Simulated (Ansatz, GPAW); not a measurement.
# A 13-layer slab of Mo(111): work function by functional and basis, part 3 of 3

Wanted: work functions and dipole of a 13-layer slab of Mo(111), with the cost of each level.

GPAW 26.7.0 and Ansatz 0.2.0; Ansatz plane waves; slab in vacuum with a dipole correction, relaxation (the session's first sound run).

So far, upper work function (eV): step 2 (relaxing the atoms, PBE) 3.94; step 6 (self-consistent run: xc = "vdW-DF2", GPAW, PAW setups, GPAW) 4.32; step 7 (self-consistent run: xc = "revPBE") 3.80; step 8 (self-consistent run: xc = "LDA") 4.23; step 9 (real-space grid: mode = "fd", PBE, GPAW) 3.94.

## 11. A second plane-wave code

A second program with its own datasets checks the number independently.

This step: Ansatz plane waves; slab in vacuum with a dipole correction (Ansatz 0.2.0).

Contents of input.yaml:

```yaml
crystal:
  lattice:
    - [4.4547727215, 0.0, 0.0]
    - [2.2273863607, 3.8579463449, 0.0]
    - [0.0, 0.0, 24.9119200877]
  atoms:
    - { symbol: Mo, position: [0.0, 0.0, 0.2809899829] }
    - { symbol: Mo, position: [0.3333333333, 0.3333333333, 0.3174916524] }
    - { symbol: Mo, position: [0.6666666667, 0.6666666667, 0.3539933219] }
    - { symbol: Mo, position: [0.0, 0.0, 0.3904949915] }
    - { symbol: Mo, position: [0.3333333333, 0.3333333333, 0.426996661] }
    - { symbol: Mo, position: [0.6666666667, 0.6666666667, 0.4634983305] }
    - { symbol: Mo, position: [0.0, 0.0, 0.5009521216] }
    - { symbol: Mo, position: [0.3333333333, 0.3333333333, 0.5377280586] }
    - { symbol: Mo, position: [0.6666666667, 0.6666666667, 0.5759132825] }
    - { symbol: Mo, position: [0.0, 0.0, 0.6112563766] }
    - { symbol: Mo, position: [0.3333333333, 0.3333333333, 0.6524338703] }
    - { symbol: Mo, position: [0.6666666667, 0.6666666667, 0.6816046481] }
    - { symbol: Mo, position: [0.0, 0.0, 0.7108246098] }
kpoints:
  mp_grid: { grid: [8, 8, 1] }
hamiltonian:
  xc: pbe
scf:
  occupations: { method: fermi_dirac, width: 0.1 }
efield:
  axis: 3
  dipole_correction: true
  ramp_width: 0.05
output:
  forces: true
  write_potential: true
  write_density: true
  volumetric_format: npy
```

Started as:

```bash
ansatz run input.yaml --threads 4 --pin off --max-ram 8192MiB --backend cpu --events-out ev --progress --plain --runs-dir out
```

It took 36 s on 4 threads of Arm Neoverse N1, shared host; peak memory 1.3 GiB; 2.4 min of CPU time.

Numbers from this step:

| Item | Value |
| --- | --- |
| upper work function | 3.945 eV |
| lower work function | 3.669 eV |
| dipole along the normal | -0.02623 e·Å |
| dipole field | -0.01109 V/Å |

The electrostatic potential energy of an electron (with the applied field's), less the Fermi level, planar mean by z:

```
z (Å)  electrostatic potential energy of an electron (with the applied field's), less the Fermi level, planar mean (eV)
  0.0                                                                                                              3.78
  0.5                                                                                                              3.68
  1.0                                                                                                              3.67
  1.5                                                                                                              3.67
  2.0                                                                                                              3.67
  2.5                                                                                                              3.67
  3.0                                                                                                              3.66
  3.5                                                                                                              3.66
  4.0                                                                                                              3.64
  4.5                                                                                                              3.58
  5.0                                                                                                              3.41
  5.5                                                                                                              2.88
  6.0                                                                                                              1.18
  6.5                                                                                                             -4.28
  7.0                                                                                                             -9.74
  7.5                                                                                                             -12.4
  8.0                                                                                                             -12.3
  8.5                                                                                                             -12.9
  9.0                                                                                                             -12.7
  9.5                                                                                                             -12.8
 10.0                                                                                                             -12.9
 10.5                                                                                                             -12.6
 11.0                                                                                                             -13.0
 11.5                                                                                                             -12.3
 12.0                                                                                                             -12.7
 12.5                                                                                                             -12.2
 13.0                                                                                                             -12.8
 13.5                                                                                                             -12.1
 14.0                                                                                                             -12.5
 14.5                                                                                                             -12.8
 15.0                                                                                                             -12.8
 15.5                                                                                                             -11.6
 16.0                                                                                                             -12.3
 16.5                                                                                                             -15.3
 17.0                                                                                                             -15.9
 17.5                                                                                                             -14.2
 18.0                                                                                                             -7.86
 18.5                                                                                                            -0.681
 19.0                                                                                                              2.60
 19.5                                                                                                              3.52
 20.0                                                                                                              3.81
 20.5                                                                                                              3.90
 21.0                                                                                                              3.93
 21.5                                                                                                              3.94
 22.0                                                                                                              3.94
 22.5                                                                                                              3.94
 23.0                                                                                                              3.94
 23.5                                                                                                              3.94
 24.0                                                                                                              3.94
 24.5                                                                                                              3.88
```

The valence density, planar mean by z:

z (Å), valence density, planar mean (e/Å³) and a bar:
```
      3.0       0.00 
      3.5       0.00 
      4.0       0.00 
      4.5       0.00 
      5.0       0.01 
      5.5       0.02 #
      6.0       0.08 ##
      6.5       0.40 ###########
      7.0       0.78 ######################
      7.5       0.87 ########################
      8.0       0.89 #########################
      8.5       0.90 #########################
      9.0       0.89 #########################
      9.5       0.90 #########################
     10.0       0.90 #########################
     10.5       0.89 #########################
     11.0       0.90 #########################
     11.5       0.89 #########################
     12.0       0.87 #########################
     12.5       0.88 #########################
     13.0       0.89 #########################
     13.5       0.87 #########################
     14.0       0.86 ########################
     14.5       0.90 #########################
     15.0       0.90 #########################
     15.5       0.83 #######################
     16.0       0.86 ########################
     16.5       1.07 ##############################
     17.0       1.06 ##############################
     17.5       1.01 ############################
     18.0       0.64 ##################
     18.5       0.17 #####
     19.0       0.04 #
     19.5       0.01 
     20.0       0.00 
     20.5       0.00 
     21.0       0.00 
     21.5       0.00 
     22.0       0.00
```

Force by atom:

```
atom  x (eV/Å)  y (eV/Å)  z (eV/Å)  size
 Mo1      0.00      0.00      1.96  1.96
 Mo2      0.00      0.00     -0.06  0.06
 Mo3      0.00      0.00     -0.80  0.80
 Mo4      0.00      0.00     -0.91  0.91
 Mo5      0.00      0.00     -0.17  0.17
 Mo6      0.00      0.00     -0.02  0.02
 Mo7      0.00      0.00     -0.01  0.01
 Mo8      0.00      0.00      0.00  0.00
 Mo9      0.00      0.00      0.00  0.00
Mo10      0.00      0.00      0.00  0.00
Mo11      0.00      0.00      0.00  0.00
Mo12      0.00      0.00      0.00  0.00
Mo13      0.00      0.00      0.00  0.00
```

The upper face's work function is 3.945 eV, against 3.937 eV in the first plane-wave PBE run at this geometry.

## 12. Side by side

Results and costs are gathered.

This step: comparison of work functions, dipole and cost (GPAW 26.7.0).

Ladder, by row:

```
      step    code  work function, upper (eV)  work function, lower (eV)  dipole (e Å)  wall time (s)  peak memory (GiB)  threads
        pw    GPAW                      3.937                      3.663      -0.02601           1803               0.49        1
      RPBE    GPAW                      3.787                      3.502      -0.02703           1709                0.5        1
optPBE-vdW    GPAW                      4.152                      3.915      -0.02243           1750               0.73        1
   vdW-DF2    GPAW                      4.315                      4.141      -0.01648           1772               0.73        1
    revPBE    GPAW                      3.804                      3.518      -0.02716           1591                0.5        1
       LDA    GPAW                      4.233                      3.965      -0.02551           1550                0.5        1
        fd    GPAW                      3.935                      3.661      -0.02607           5782               2.13        1
    ansatz  Ansatz                      3.945                      3.669      -0.02623          36.48              1.275        4
```

## 13. What came out

```yaml
work_function_upper_and_lower_face: 3.937 and 3.663 eV
dipole_along_the_normal: -0.0260 e Å
```

What this shows: With plane waves and PBE the work function is 3.94 eV on the upper face and 3.66 eV on the lower. The two faces differ by 0.27 eV, the step that the slab's dipole makes (e p/(ε0 A) gives 0.27 eV), so the dipole layer is needed. The lowest atoms were held at bulk positions, which alone makes the faces unlike. The measured value for this face is 4.52 eV (as compiled in "Anisotropic work function of elemental crystals", 2019, arxiv:1902.07811); the relaxed upper face lies 0.58 eV under it with PBE, and vdW-DF2 comes nearest (4.32 eV). Measured work functions scatter by a tenth of an eV or more between methods. Over the sound runs of the table the upper face's work function spans 3.787 (RPBE) to 4.315 eV (vdW-DF2). The two plane-wave codes differ by 0.0078 eV on the upper face. The in-plane lattice was kept as typed, which isn't the functional's own and leaves some strain; spin-orbit coupling and temperature are left out.

[Logs are printed without paths, hosts, clocks, repeated set-up lines and the standing remarks that a program may print on its own settings, such as how far it seeks lower states.]

[Hosts, paths, dates, database ids (printed as entryN), source tags and the programs' standing remarks are cut or masked in the printed files.]
